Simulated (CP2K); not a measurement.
Two runs for the C K edge of methylallene. Run A: CP2K XAS_TDP, all-electron GAPW, PBEh(45%), aug-cc-pVDZ, TDA, no relativity. Run B differs in one setting.

First lines with a strength over 0.0015. A:

```csv
atom,energy (eV),states,"strength, one atom"
C1 (bonded to C and 2 H),281.63,1,0.0462
,283.67,1,0.0057
,284.15,1,0.0031
,285.19,1,0.0088
,285.21,1,0.0023
C2 (bonded to 2 C),281.55,1,0.0573
,281.88,1,0.0551
,287.76,1,0.0036
,288.03,1,0.0019
,289.60,1,0.0024
C3 (bonded to 2 C and H),281.94,1,0.0506
,283.62,1,0.0047
,284.68,1,0.0020
,285.21,1,0.0048
,286.66,1,0.0023
C4 (bonded to C and 3 H),283.82,1,0.0015
,284.21,1,0.0022
,284.44,1,0.0156
,284.75,2,0.0384
,285.05,1,0.0016
```

B:

```csv
atom,energy (eV),states,"strength, one atom"
C1 (bonded to C and 2 H),281.91,1,0.0463
,283.95,1,0.0057
,284.45,1,0.0032
,285.48,1,0.0087
,285.49,1,0.0022
C2 (bonded to 2 C),281.83,1,0.0574
,282.16,1,0.0552
,288.04,1,0.0035
,288.31,1,0.0019
,289.87,1,0.0024
C3 (bonded to 2 C and H),282.19,1,0.0508
,283.89,1,0.0047
,284.96,1,0.0022
,285.48,1,0.0047
,286.93,1,0.0023
C4 (bonded to C and 3 H),284.13,1,0.0015
,284.51,1,0.0022
,284.73,1,0.0155
,285.04,2,0.0383
,285.34,1,0.0015
```

Question: Which was it: the basis, GW2X switched on, scalar relativity switched on, the functional?

Scalar relativity switched on. Relativity shifts all lines of an element by nearly the same amount and keeps their strengths. Against PBEh(45%) in aug-cc-pVDZ, the leading lines move by +0.28 eV (C1, to 281.91), +0.28 eV (C2, to 281.83), +0.25 eV (C3, to 282.19) and +0.29 eV (C4, to 284.73).

[Banner, clock and machine lines of the logs are left out without a mark of their own.]

[Logs are printed without paths, hosts, clocks, repeated set-up lines and the standing remarks that a program may print on its own settings, such as how far it seeks lower states.]

[Hosts, paths, dates, database ids (printed as entryN), source tags and the programs' standing remarks are cut or masked in the printed files.]
